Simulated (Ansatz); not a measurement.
# How fast states decay through Li2ClF, part 2 of 2

A new crystal, Li2ClF: structure, gap and complex bands. It is built by putting F for part of the Cl in the LiCl structure of space group P6_3mc, with the volume rescaled by atomic radii. The parent structure comes from the Materials Project.

Ansatz 0.2.0; r2SCAN DFT, plane waves, PAW files (the session's first sound run).

So far, gap on path (eV): step 3 (the bulk crystal and its band edges) 5.92.

The structure was built from a prototype and need not be the compound's stable phase.

### Step 6. Decaying states in the gap, plane (001), k-mesh 8×8×4 (continued)

K parallel (0, 0); values up to 1.5 1/Å, a degenerate pair printed once or twice; energies at which all values exceed this have no row. The Im kz of the slowest decaying states by energy, zero at the highest filled level on the SCF mesh:

```tsv
energy (eV)	decay 1 (Å⁻¹)	decay 2 (Å⁻¹)	decay 3 (Å⁻¹)
-1.00	0.216	0.980	-
-0.74	0.310	0.953	-
-0.61	0.343	0.931	-
-0.35	0.396	0.853	-
-0.22	0.418	0.779	-
0.04	0.453	0.520	-
0.30	0.481	0.885	-
0.43	0.493	0.960	-
0.69	0.512	1.07	1.48
0.95	0.527	1.17	1.42
1.08	0.533	1.22	1.38
1.34	0.543	1.31	-
1.47	0.546	1.31	-
1.73	0.551	1.32	1.49
1.99	0.552	1.32	1.47
2.12	0.552	1.32	1.47
2.38	0.549	1.31	1.45
2.64	0.544	1.31	1.44
2.77	0.540	1.31	1.43
3.03	0.531	1.30	1.41
3.16	0.525	1.30	1.41
3.42	0.511	1.29	1.39
3.68	0.495	1.28	1.38
3.81	0.485	1.28	1.37
4.07	0.463	1.27	1.35
4.33	0.438	1.26	1.34
4.46	0.423	1.25	1.33
4.72	0.391	1.24	1.31
4.85	0.372	1.24	1.31
5.11	0.329	1.23	1.29
5.37	0.276	1.21	1.27
5.50	0.243	1.21	1.27
5.76	0.152	1.19	1.25
6.02	1.18	1.23	-
6.15	1.17	1.22	-
6.41	1.15	1.20	-
6.54	1.15	1.20	-
6.80	1.13	1.14	1.21
```

K parallel (0.5, 0); values up to 1.5 1/Å, a degenerate pair printed once or twice; energies at which all values exceed this have no row. Im kz of the slowest decaying states against energy, zero at the highest filled level on the SCF mesh:

```tsv
energy (eV)	decay 1 (Å⁻¹)	decay 2 (Å⁻¹)	decay 3 (Å⁻¹)	decay 4 (Å⁻¹)
-1.00	0.336	0.520	0.566	-
-0.61	0.175	0.545	-	-
-0.22	0.608	0.636	-	-
0.04	0.637	0.727	-	-
0.17	0.649	0.760	-	-
0.56	0.678	0.833	-	-
0.95	0.697	0.884	-	-
1.34	0.710	0.922	-	-
1.73	0.717	0.950	-	-
2.12	0.720	0.972	-	-
2.51	0.719	0.989	-	-
2.90	0.715	1.00	1.50	-
3.29	0.707	1.01	1.48	-
3.68	0.696	1.02	1.46	-
4.07	0.682	1.02	1.44	-
4.46	0.664	1.02	1.42	-
4.85	0.644	1.03	1.41	-
5.24	0.619	1.02	1.40	-
5.63	0.591	1.02	1.39	-
6.02	0.557	1.02	1.39	1.48
6.41	0.517	1.01	1.39	1.40
6.80	0.407	0.528	1.01	1.32
```

At +2.90 eV, the grid energy nearest the filling level (the middle of the gap on the SCF mesh), the slowest state at the listed wavevectors decays with κ = 0.536 Å⁻¹, its amplitude falling by e over 1.9 Å; the first such run, plane (110), gave 0.443 Å⁻¹.

### Step 7. Band edges at another level, cutoff 1500 eV

This step: r2SCAN DFT, plane waves, JTH PAW files (Ansatz 0.2.0).

The edges again with JTH files, at the same atoms. Against that run the cutoff is 1500 eV against 500.

input.yaml reads:

```yaml
crystal:
  lattice:
    - [3.518961887, 0.0, 0.0]
    - [-1.7594809435, 3.0475103891, 0.0]
    - [0.0, 0.0, 5.5941774822]
  atoms:
    - { symbol: Li, position: [0.6666666667, 0.3333333333, 0.9241177938] }
    - { symbol: Li, position: [0.3333333333, 0.6666666667, 0.3257903229] }
    - { symbol: Cl, position: [0.6666666667, 0.3333333333, 0.4973503035] }
    - { symbol: F, position: [0.3333333333, 0.6666666667, 1.0027435797] }
kpoints:
  mp_grid: { grid: [8, 8, 4] }
  band_path: { path: [VBM, CBM], npoints: 30 }
scf:
  occupations: { method: fixed }
hamiltonian:
  xc: r2scan
  pseudopotentials: { kind: paw, source: jth }
output:
  eigenvalues: true
```

Run with:

```
ansatz run input.yaml --threads 2 --pin off --max-ram 4096MiB --backend cpu --events-out ev --progress --plain --runs-dir out
```

The job ended after 21 s (2 threads of Intel Xeon Platinum 8488C (Sapphire Rapids), shared host; peak memory 1 GiB).

Numbers from this step:

```
free energy        : -2310.4805 eV
Fermi energy       : 0.2197 eV
gap on the k-mesh  : 5.913 eV
gap on path        : 5.913 eV, by band count; negative where bands overlap
direct gap on path : 5.913 eV
```

Levels at VBM (eV): -3.25, -2.35, -2.35, -1.21, 0.00, 0.00, 5.91.

The searched edges give 5.91 eV, as on the mesh.

### Step 8. Complex bands at another level

This step: r2SCAN DFT, plane waves, JTH PAW files; complex bands by layer matching along the plane's normal (Ansatz 0.2.0).

The complex bands at that level, over its own gap, at (0, 0) and (0.5, 0).

input.yaml reads:

```yaml
crystal:
  lattice:
    - [5.594177482, 0.0, 0.0]
    - [0.0, 6.095020778, 0.0]
    - [0.0, 3.047510389, 1.759480944]
  atoms:
    - { symbol: Li, position: [0.9241177938, 0.6666666667, 0.0] }
    - { symbol: Li, position: [0.3257903229, 0.3333333333, 0.0] }
    - { symbol: Cl, position: [0.4973503035, 0.6666666667, 0.0] }
    - { symbol: F, position: [0.0027435797, 0.3333333333, 0.0] }
kpoints:
  mp_grid: { grid: [4, 12, 12] }
scf:
  occupations: { method: fixed }
hamiltonian:
  xc: r2scan
  pseudopotentials: { kind: paw, source: jth }
output:
  eigenvalues: true
  transmission:
    leads: [[0, 0]]
    kpoints: [[0.0, 0.0], [0.5, 0.0]]
    e_range: [-1.0, 6.91]
    de: 0.2
```

Wall time 0.34 s (2 threads); peak memory 0.26 GiB.

The input was rejected at the start.

The program's message: “Error: memory limit exceeded: the `transmission` phase of `transmission` needs 6.05 GiB against the run's memory maximum of 4.00 GiB; largest carriers: transmission 5.04 GiB, source scf tables 0.70 Gi …”

### Step 9. A check of the settings

This step: r2SCAN DFT, plane waves, PAW files; complex bands by layer matching along the plane's normal; changed: total_charge = 0.5, scf.max_iter = 50 (Ansatz 0.2.0).

This run repeats an earlier one, its twin (the complex run, plane (110)), with two settings changed (scf.max_iter, total_charge; files written aside). The setting was drawn as a possible misstep, on purpose. Where the input is shown as a difference, that is against the step before, not the twin.

input.yaml, as its differences from that of step 8:

```diff
@@ -14,5 +14,5 @@
   occupations: { method: fixed }
+  max_iter: 50
 hamiltonian:
   xc: r2scan
-  pseudopotentials: { kind: paw, source: jth }
 output:
@@ -22,3 +22,4 @@
     kpoints: [[0.0, 0.0], [0.5, 0.0]]
-    e_range: [-1.0, 6.91]
+    e_range: [-1.0, 6.92]
     de: 0.2
+total_charge: 0.5
```

Elapsed: 0.08 s, on 2 threads; peak memory 0.1 GiB.

The program refused the input before any cycle.

The program's message: “Error: inconsistent input (total_charge, scf.occupations.method): 0.5 gives a fractional electron count (19.500) which fixed/explicit occupations and the σ = 0 step fill (a smearing width below the st …”

The change that led to it: total_charge = 0.5.

### Step 10. Results

- band gap: 5.92 eV
- least decay constant at mid-gap, normal to (110): 0.443 Å⁻¹
- least decay constant at mid-gap, normal to (001): 0.536 Å⁻¹
- least decay constant on a mesh, normal to (110): 0.442 Å⁻¹

What this shows: With r2SCAN, the slowest decay at the wavevectors tried is κ = 0.443 Å⁻¹, normal to (110). Through such a film the transmission near mid-gap falls as exp(−2κd), a factor of ten every 2.6 Å. The decay depends on direction: 1.2 times faster normal to (001). A free electron under a barrier of half the gap would need a mass of 0.25 mₑ to decay at this rate. The compound is made up by substitution; its stability against other phases and against distortions of the cell's symmetry was not tested. r2SCAN still narrows gaps, if less than LDA and GGA do, so real decay constants are likely larger.

[Logs are printed without paths, hosts, clocks, repeated set-up lines and the standing remarks that a program may print on its own settings, such as how far it seeks lower states.]

[Hosts, paths, dates, database ids (printed as entryN), source tags and the programs' standing remarks are cut or masked in the printed files.]
